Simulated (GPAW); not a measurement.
# A Ge chain with a Pt atom on top of one atom: transmission at several levels

How well does a Ge chain with a Pt atom on top of one atom conduct at low bias, and how far do basis and functional move the answer?

Method: GPAW LCAO, PAW setups; Landauer transmission from Green's functions with principal layers (ASE), zero bias, in GPAW 26.7.0.

### 1. The starting structure

The cell holds 12 atoms: 11 Ge and 1 Pt. Cell: a = 9.000 Å, b = 9.000 Å, c = 25.850 Å, α = 90.0°, β = 90.0°, γ = 90.0°. Regions: left lead, 5 atoms (5 Ge); channel, 2 atoms (1 Ge and 1 Pt); right lead, 5 atoms (5 Ge). Vacuum lies along a and b. The structure is stacked along c, and the current runs across the ab planes.

### 2. GPAW, dzp

The script solves lead and junction separately, takes H and S in the orbital basis, and joins semi-infinite leads through their self-energies; the dzp basis is the working standard.

run.py reads:

```python
import json
import numpy as np
from ase import Atoms
from ase.transport.calculators import TransportCalculator
from gpaw import GPAW, FermiDirac
from gpaw.lcao.tools import get_lcao_hamiltonian
from scipy.linalg import eigh

# The junction with lead layers at both ends, along the third cell vector
device = Atoms(
    ['Ge', 'Ge', 'Ge', 'Ge', 'Ge', 'Ge', 'Pt', 'Ge', 'Ge', 'Ge', 'Ge', 'Ge'],
    positions=[
        [4.50000, 4.50000, 1.17500],
        [4.50000, 4.50000, 3.52500],
        [4.50000, 4.50000, 5.87500],
        [4.50000, 4.50000, 8.22500],
        [4.50000, 4.50000, 10.57500],
        [4.50000, 4.50000, 12.92500],
        [6.75070, 4.50000, 12.92500],
        [4.50000, 4.50000, 15.27500],
        [4.50000, 4.50000, 17.62500],
        [4.50000, 4.50000, 19.97500],
        [4.50000, 4.50000, 22.32500],
        [4.50000, 4.50000, 24.67500]],
    cell=[[9.0, 0.0, 0.0], [0.0, 9.0, 0.0], [0.0, 0.0, 25.85]],
    pbc=True)

# One principal layer of the lead: the first 3 atoms of the device
lead = Atoms(
    ['Ge', 'Ge', 'Ge'],
    positions=[
        [4.50000, 4.50000, 1.17500],
        [4.50000, 4.50000, 3.52500],
        [4.50000, 4.50000, 5.87500]],
    cell=[[9.0, 0.0, 0.0], [0.0, 9.0, 0.0], [0.0, 0.0, 7.05]],
    pbc=True)

settings = dict(mode='lcao', basis='dzp', xc='PBE', h=0.2,
                occupations=FermiDirac(0.1), maxiter=250,
                mixer=dict(beta=0.1, nmaxold=8, weight=100.0),
                convergence=dict(density=0.0001))
energies = np.arange(-2, 2 + 1e-9, 0.05)
eta = 0.0001
n1, n2 = 1, 1
# k and -k transmit alike, so half of the mesh across the current serves
mesh = [(i, j) for i in range(n1) for j in range(n2) if (i, j) <= (-i % n1, -j % n2)]
weights = np.array([1 if (i, j) == (-i % n1, -j % n2) else 2 for i, j in mesh]) / (n1 * n2)

# [... helper functions left out ...]
fermi_lead = ground_state(lead, (1, 1, 16), 'lead.txt')
fermi_device = ground_state(device, (1, 1, 3), 'device.txt')
# [... loop over the mesh left out, but for ...]
        # Shift the lead onto the potential of the device's first layer
        shift = ((H[:, 0, 0] - H0[:, 0, 0]) / S0[0, 0]).real.mean()
# [...]
kT = 8.617333e-5 * 77
bias = [0.1, 0.2, 0.5, 1.0, 1.5, 2.0]
# [... integrals and printing left out ...]
```

Launch:

```bash
$ OMP_NUM_THREADS=1 OPENBLAS_NUM_THREADS=1 python run.py
```

The log of the run:

```text
basis functions: device 170, principal layer 39
Fermi level: lead -3.5427 eV, device -3.3802 eV; lead shifted by -0.0214 eV
largest coupling past the next layer 9.77e-06 eV, largest misfit of the first layer 0.025 eV
  E-E_F (eV)   T (one spin)  [channel counts left out]
    -2.000    7.3341e-01
    -1.950    7.1664e-01
    -1.900    6.8719e-01
    -1.850    6.4117e-01
    -1.800    5.7391e-01
    -1.750    4.8230e-01
    -1.700    3.7095e-01
    -1.650    2.5940e-01
    -1.600    1.7776e-01
    -1.550    1.4882e-01
    -1.500    1.8830e-01
    -1.450    3.1709e-01
    -1.400    5.1720e-01
    -1.350    7.0571e-01
    -1.300    8.3062e-01
    -1.250    9.0056e-01
[...]
1.650    1.9956e+00
     1.700    2.0168e+00
     1.750    2.0582e+00
     1.800    2.1166e+00
     1.850    2.1867e+00
     1.900    2.2628e+00
     1.950    2.3397e+00
     2.000    2.4135e+00
conductance at 77 K: 2.5036 G0 a cell; thermopower -0.2858 uV/K
current from the zero-bias T(E) at 0.1 V: 19.392 uA
current from the zero-bias T(E) at 0.2 V: 38.751 uA
current from the zero-bias T(E) at 0.5 V: 96.315 uA
current from the zero-bias T(E) at 1.0 V: 188.92 uA
current from the zero-bias T(E) at 1.5 V: 278.93 uA
current from the zero-bias T(E) at 2.0 V: 359.37 uA
```

Wall time 30 s (1 thread of Arm Neoverse V2, shared host); peak memory 0.87 GiB.

Numbers from this step:

```yaml
conductance: 2.504 G₀
largest_coupling_past_the_next_principal_layer: 9.77e-6 eV
largest_misfit_of_the_first_principal_layer: 0.02484 eV
shift_that_aligns_the_lead: -0.02145 eV
basis_functions_of_the_junction: 170
basis_functions_of_a_principal_layer: 39
transmission_at_the_fermi_level_one_spin: 2.504
```

One spin. The transmission, zone mean by energy, zero at the Fermi level:

```
energy (eV)  transmission, zone mean
      -2.00                    0.733
      -1.90                    0.687
      -1.80                    0.574
      -1.70                    0.371
      -1.55                    0.149
      -1.45                    0.317
      -1.35                    0.706
      -1.25                    0.901
      -1.15                    0.957
      -1.05                     1.14
      -0.90                     1.46
      -0.80                     2.03
      -0.75                     2.32
      -0.70                     2.24
      -0.60                     1.95
      -0.50                     2.09
      -0.40                     2.19
      -0.25                     2.35
      -0.15                     2.43
      -0.05                     2.48
       0.00                     2.50
       0.05                     2.52
       0.15                     2.54
       0.25                     2.56
       0.40                     2.57
       0.50                     2.56
       0.60                     2.56
       0.70                     2.55
       0.80                     2.53
       0.90                     2.50
       1.05                     2.43
       1.15                     2.37
       1.25                     2.29
       1.35                     2.19
       1.45                     2.09
       1.55                     2.01
       1.70                     2.02
       1.80                     2.12
       1.90                     2.26
       2.00                     2.41
```

Not self-consistent under bias; the bias window is split evenly. Table of current through one cell, from the zero-bias transmission by bias:

```
bias (V)  current through one cell, from the zero-bias transmission (μA)
   0.100                                                            19.4
   0.200                                                            38.8
   0.500                                                            96.3
   1.000                                                             189
   1.500                                                             279
   2.000                                                             359
```

Table of transmission of the three most open eigenchannels by energy, zero at the Fermi level:

```csv
energy (eV),channel 1,channel 2,channel 3
-2.00,0.733,0,0
-1.90,0.687,0,0
-1.80,0.574,0,0
-1.70,0.371,0,0
-1.55,0.149,0,0
-1.45,0.317,1.7e-12,0
-1.35,0.706,6.0e-12,0
-1.25,0.901,6.6e-11,2.3e-12
-1.15,0.957,5.5e-8,7.5e-9
-1.05,0.992,0.108,0.0416
-0.90,0.999,0.245,0.213
-0.80,0.999,0.724,0.306
-0.70,0.998,0.894,0.351
-0.60,0.959,0.649,0.346
-0.50,0.984,0.622,0.484
-0.40,0.996,0.671,0.523
-0.25,0.998,0.754,0.594
-0.15,0.999,0.792,0.635
-0.05,0.999,0.816,0.668
0.00,0.999,0.825,0.680
0.05,0.999,0.832,0.690
0.15,0.999,0.844,0.702
0.25,0.999,0.855,0.704
0.40,0.999,0.874,0.693
0.50,0.999,0.888,0.678
0.60,0.999,0.903,0.656
0.70,0.999,0.919,0.628
0.80,0.999,0.933,0.594
0.90,0.999,0.947,0.552
1.05,1.000,0.963,0.468
1.15,1.000,0.972,0.396
1.25,1.000,0.979,0.307
1.35,1.000,0.984,0.206
1.45,1.000,0.988,0.103
1.55,1.000,0.992,0.0227
1.70,1.000,0.995,0.0225
1.80,1.000,0.996,0.121
1.90,0.999,0.997,0.266
2.00,0.999,0.998,0.416
```

Couplings past the next layer reach 9.8e-6 eV, small enough to drop; the matrix elements of the cell's first layer differ from the bulk lead's by up to 0.025 eV. That layer keeps its own values in the calculation, and only beyond it is the lead taken as perfect. The Fermi levels of lead and junction count from different zeros of potential, one for each periodic cell; with both set to zero, the small remaining shift is what aligns them. Without spin-orbit coupling, which is large for these atoms, channel counts and T are those of the scalar-relativistic bands. By hand: G = 2.504 × 77.48 μS = 194 μS, a resistance of 5.16 kΩ; at 0.1 V a linear junction would pass 19.4 μA, and the integral over the bias window gives 19.4 μA.

### 3. Single-zeta polarised basis

One radial function a shell plus polarisation makes the matrices smaller; the question is what that costs.

run.py: that of step 2 with these lines changed.

```diff
@@ -37,3 +37,3 @@
 
-settings = dict(mode='lcao', basis='dzp', xc='PBE', h=0.2,
+settings = dict(mode='lcao', basis='szp(dzp)', xc='PBE', h=0.2,
                 occupations=FermiDirac(0.1), maxiter=250,
```

The log of the run:

```text
basis functions: device 114, principal layer 27
Fermi level: lead -4.0702 eV, device -3.8344 eV; lead shifted by -0.0233 eV
largest coupling past the next layer 9.47e-06 eV, largest misfit of the first layer 0.026 eV
  E-E_F (eV)   T (one spin)  [channel counts left out]
    -2.000    6.3365e-01
    -1.950    6.0317e-01
    -1.900    5.5783e-01
    -1.850    4.9449e-01
    -1.800    4.1129e-01
    -1.750    3.1124e-01
    -1.700    2.0685e-01
    -1.650    1.1945e-01
    -1.600    6.6553e-02
    -1.550    5.1628e-02
    -1.500    8.1189e-02
    -1.450    1.9372e-01
    -1.400    4.1434e-01
    -1.350    6.5307e-01
    -1.300    8.1393e-01
    -1.250    8.9926e-01
[...]
1.650    2.0785e+00
     1.700    2.0402e+00
     1.750    2.0120e+00
     1.800    1.9975e+00
     1.850    1.9995e+00
     1.900    2.0195e+00
     1.950    2.0566e+00
     2.000    2.1084e+00
conductance at 77 K: 2.523 G0 a cell; thermopower -0.2879 uV/K
current from the zero-bias T(E) at 0.1 V: 19.542 uA
current from the zero-bias T(E) at 0.2 V: 39.054 uA
current from the zero-bias T(E) at 0.5 V: 97.105 uA
current from the zero-bias T(E) at 1.0 V: 190.65 uA
current from the zero-bias T(E) at 1.5 V: 283.51 uA
current from the zero-bias T(E) at 2.0 V: 362.83 uA
```

The job ended after 24 s (1 thread; peak memory 0.84 GiB).

This step gave:

| Item | Value |
| --- | --- |
| conductance | 2.523 G₀ |
| largest coupling past the next principal layer | 9.47e-6 eV |
| largest misfit of the first principal layer | 0.02623 eV |
| shift that aligns the lead | -0.02333 eV |
| basis functions of the junction | 114 |
| basis functions of a principal layer | 27 |
| transmission at the Fermi level (one spin) | 2.523 |

One spin. Table of transmission, zone mean by energy, zero at the Fermi level:

energy (eV), transmission, zone mean and a bar:
```
    -2.00       0.63 #######
    -1.90       0.56 ######
    -1.80       0.41 ####
    -1.70       0.21 ##
    -1.55       0.05 
    -1.45       0.19 ##
    -1.35       0.65 #######
    -1.25       0.90 ##########
    -1.15       0.96 ###########
    -1.05       1.08 ############
    -0.90       1.42 ################
    -0.80       1.75 ####################
    -0.70       2.34 ###########################
    -0.65       2.34 ###########################
    -0.60       2.22 ##########################
    -0.50       1.90 ######################
    -0.40       2.24 ##########################
    -0.25       2.37 ###########################
    -0.15       2.45 ############################
    -0.05       2.50 #############################
     0.00       2.52 #############################
     0.05       2.54 #############################
     0.15       2.57 ##############################
     0.25       2.58 ##############################
     0.40       2.59 ##############################
     0.50       2.60 ##############################
     0.55       2.60 ##############################
     0.60       2.60 ##############################
     0.70       2.59 ##############################
     0.80       2.58 ##############################
     0.90       2.56 ##############################
     1.05       2.52 #############################
     1.15       2.48 #############################
     1.25       2.42 ############################
     1.35       2.35 ###########################
     1.45       2.27 ##########################
     1.55       2.17 #########################
     1.70       2.04 #######################
     1.80       2.00 #######################
     1.90       2.02 #######################
     2.00       2.11 ########################
```

Not self-consistent under bias; the bias window is split evenly. Table of current through one cell, from the zero-bias transmission by bias:

```csv
bias (V),"current through one cell, from the zero-bias transmission (μA)"
0.100,19.5
0.200,39.1
0.500,97.1
1.000,191
1.500,284
2.000,363
```

Transmission of the three most open eigenchannels against energy, zero at the Fermi level:

```
energy (eV)  channel 1  channel 2  channel 3
      -2.00      0.634          0          0
      -1.90      0.558          0          0
      -1.80      0.411          0          0
      -1.70      0.207          0          0
      -1.55     0.0516          0          0
      -1.45      0.194          0          0
      -1.35      0.653    1.8e-12          0
      -1.25      0.899    1.2e-11          0
      -1.15      0.963    4.7e-10    3.8e-11
      -1.05      0.991     0.0608     0.0257
      -0.90      0.999      0.244      0.176
      -0.80      0.999      0.430      0.319
      -0.70      0.999      0.968      0.369
      -0.60      0.998      0.820      0.406
      -0.50      0.941      0.680      0.280
      -0.40      0.994      0.682      0.565
      -0.25      0.999      0.747      0.623
      -0.15      0.999      0.783      0.663
      -0.05      0.999      0.808      0.695
       0.00      0.999      0.817      0.708
       0.05      0.999      0.824      0.717
       0.15      0.999      0.837      0.730
       0.25      0.999      0.849      0.733
       0.40      0.999      0.870      0.725
       0.50      0.999      0.886      0.712
       0.60      0.999      0.902      0.695
       0.70      0.999      0.918      0.674
       0.80      0.999      0.933      0.648
       0.90      0.999      0.947      0.616
       1.05      1.000      0.964      0.556
       1.15      1.000      0.972      0.505
       1.25      1.000      0.979      0.442
       1.35      1.000      0.985      0.367
       1.45      1.000      0.989      0.277
       1.55      1.000      0.992      0.179
       1.70      1.000      0.995     0.0457
       1.80      1.000      0.996    0.00152
       1.90      1.000      0.997     0.0225
       2.00      1.000      0.998      0.111
```

The conductance, 2.52 G₀, lies 0.8 % above that of the dzp run.

### 4. GPAW, sz: basis = "sz(dzp)"

One function for each valence shell of the setup, as for a first survey of a large system.

run.py: that of step 3 with these lines changed.

```diff
@@ -37,3 +37,3 @@
 
-settings = dict(mode='lcao', basis='szp(dzp)', xc='PBE', h=0.2,
+settings = dict(mode='lcao', basis='sz(dzp)', xc='PBE', h=0.2,
                 occupations=FermiDirac(0.1), maxiter=250,
```

The log of the run:

```text
basis functions: device 56, principal layer 12
Fermi level: lead -4.1360 eV, device -3.8933 eV; lead shifted by -0.0267 eV
largest coupling past the next layer 9.36e-06 eV, largest misfit of the first layer 0.019 eV
  E-E_F (eV)   T (one spin)  [channel counts left out]
    -2.000    7.1016e-01
    -1.950    6.9706e-01
    -1.900    6.7483e-01
[...]
1.950    2.0252e+00
     2.000    2.0624e+00
conductance at 77 K: 2.5275 G0 a cell; thermopower -0.2956 uV/K
current from the zero-bias T(E) at 0.1 V: 19.578 uA
current from the zero-bias T(E) at 0.2 V: 39.126 uA
current from the zero-bias T(E) at 0.5 V: 97.315 uA
current from the zero-bias T(E) at 1.0 V: 189.1 uA
current from the zero-bias T(E) at 1.5 V: 282.23 uA
current from the zero-bias T(E) at 2.0 V: 360.23 uA
```

The job ended after 20 s (1 thread; peak memory 0.8 GiB).

Numbers from this step:

```
conductance                                    : 2.528 G₀
largest coupling past the next principal layer : 9.36e-6 eV
largest misfit of the first principal layer    : 0.01891 eV
shift that aligns the lead                     : -0.02670 eV
basis functions of the junction                : 56
basis functions of a principal layer           : 12
transmission at the Fermi level (one spin)     : 2.528
```

The conductance, 2.53 G₀, lies 1.0 % above that of the dzp run.

### 5. LDA in the dzp basis: xc = "LDA"

Back in the dzp basis, the functional changes from PBE to LDA, to set the spread between functionals beside that between bases.

run.py: that of step 4 with these lines changed.

```diff
@@ -37,3 +37,3 @@
 
-settings = dict(mode='lcao', basis='sz(dzp)', xc='PBE', h=0.2,
+settings = dict(mode='lcao', basis='dzp', xc='LDA', h=0.2,
                 occupations=FermiDirac(0.1), maxiter=250,
```

The log of the run:

```text
basis functions: device 170, principal layer 39
Fermi level: lead -3.7682 eV, device -3.6163 eV; lead shifted by -0.0236 eV
largest coupling past the next layer 9.55e-06 eV, largest misfit of the first layer 0.024 eV
  E-E_F (eV)   T (one spin)  [channel counts left out]
    -2.000    7.1843e-01
    -1.950    7.0152e-01
    -1.900    6.7312e-01
[...]
1.950    2.3075e+00
     2.000    2.3795e+00
conductance at 77 K: 2.5128 G0 a cell; thermopower -0.2801 uV/K
current from the zero-bias T(E) at 0.1 V: 19.463 uA
current from the zero-bias T(E) at 0.2 V: 38.89 uA
current from the zero-bias T(E) at 0.5 V: 96.601 uA
current from the zero-bias T(E) at 1.0 V: 189.09 uA
current from the zero-bias T(E) at 1.5 V: 276.49 uA
current from the zero-bias T(E) at 2.0 V: 355.02 uA
```

The job ended after 23 s (1 thread; peak memory 0.86 GiB).

Numbers from this step:

* conductance: 2.513 G₀
* largest coupling past the next principal layer: 9.55e-6 eV
* largest misfit of the first principal layer: 0.02398 eV
* shift that aligns the lead: -0.02357 eV
* basis functions of the junction: 170
* basis functions of a principal layer: 39
* transmission at the Fermi level (one spin): 2.513

One spin. Transmission, zone mean against energy, zero at the Fermi level:

```csv
energy (eV),"transmission, zone mean"
-2.000,0.718
-1.800,0.569
-1.600,0.219
-1.400,0.612
-1.200,0.960
-1.000,1.18
-0.800,1.88
-0.700,2.28
-0.600,2.03
-0.400,2.18
-0.200,2.40
0.000,2.51
0.200,2.56
0.350,2.57
0.400,2.56
0.600,2.55
0.800,2.52
1.000,2.44
1.200,2.32
1.400,2.13
1.600,2.00
1.800,2.10
2.000,2.38
```

The conductance, 2.51 G₀, lies 0.4 % above that of the dzp run.

### 6. All levels side by side

Times are for 1 thread of Arm Neoverse V2, shared host. Results by setting:

| no. | run | conductance (G₀) | time | memory (GiB) |
| --- | --- | --- | --- | --- |
| 1 | dzp | 2.504 | 30 s | 0.87 |
| 2 | szp | 2.523 | 24 s | 0.84 |
| 3 | sz | 2.528 | 20 s | 0.8 |
| 4 | dzp LDA | 2.513 | 23 s | 0.86 |

### 7. The levels side by side

The curves are compared point by point over the common energies.

This step: comparison of transmission and cost over codes and levels (GPAW 26.7.0).

Ladder, by row:

```csv
step,code,T at the Fermi level (sum over the listed spins),conductance (G0),r.m.s. T(E) from the first,wall time (s),peak memory (GiB),threads
dzp,GPAW,2.504,2.504,0,29.88,0.87,1
szp,GPAW,2.523,2.523,0.1213,24.34,0.84,1
sz,GPAW,2.528,2.528,0.168,20.08,0.8,1
dzp-LDA,GPAW,2.513,2.513,0.0853,23.39,0.86,1
```

Transmission, zone mean, sum over the listed spins against energy, zero at the Fermi level:

```
energy (eV)    dzp     szp     sz  dzp-LDA
     -2.000  0.733   0.634  0.710    0.718
     -1.800  0.574   0.411  0.594    0.569
     -1.600  0.178  0.0666  0.305    0.219
     -1.400  0.517   0.414  0.630    0.612
     -1.200  0.938   0.942  0.962    0.960
     -1.000   1.23    1.20   1.24     1.18
     -0.800   2.03    1.75   1.57     1.88
     -0.750   2.32    2.05   1.73     2.26
     -0.700   2.24    2.34   2.00     2.28
     -0.600   1.95    2.22   2.41     2.03
     -0.400   2.19    2.24   2.27     2.18
     -0.200   2.39    2.41   2.41     2.40
      0.000   2.50    2.52   2.53     2.51
      0.200   2.55    2.57   2.58     2.56
      0.350   2.56    2.59   2.60     2.57
      0.400   2.57    2.59   2.60     2.56
      0.550   2.56    2.60   2.61     2.56
      0.600   2.56    2.60   2.60     2.55
      0.800   2.53    2.58   2.59     2.52
      1.000   2.46    2.54   2.54     2.44
      1.200   2.33    2.45   2.46     2.32
      1.400   2.14    2.31   2.33     2.13
      1.600   2.00    2.12   2.15     2.00
      1.800   2.12    2.00   2.01     2.10
      2.000   2.41    2.11   2.06     2.38
```

(Continued in part 2 of 2.)

[Logs are printed without paths, hosts, clocks, repeated set-up lines and the standing remarks that a program may print on its own settings, such as how far it seeks lower states.]

[Hosts, paths, dates, database ids (printed as entryN), source tags and the programs' standing remarks are cut or masked in the printed files.]
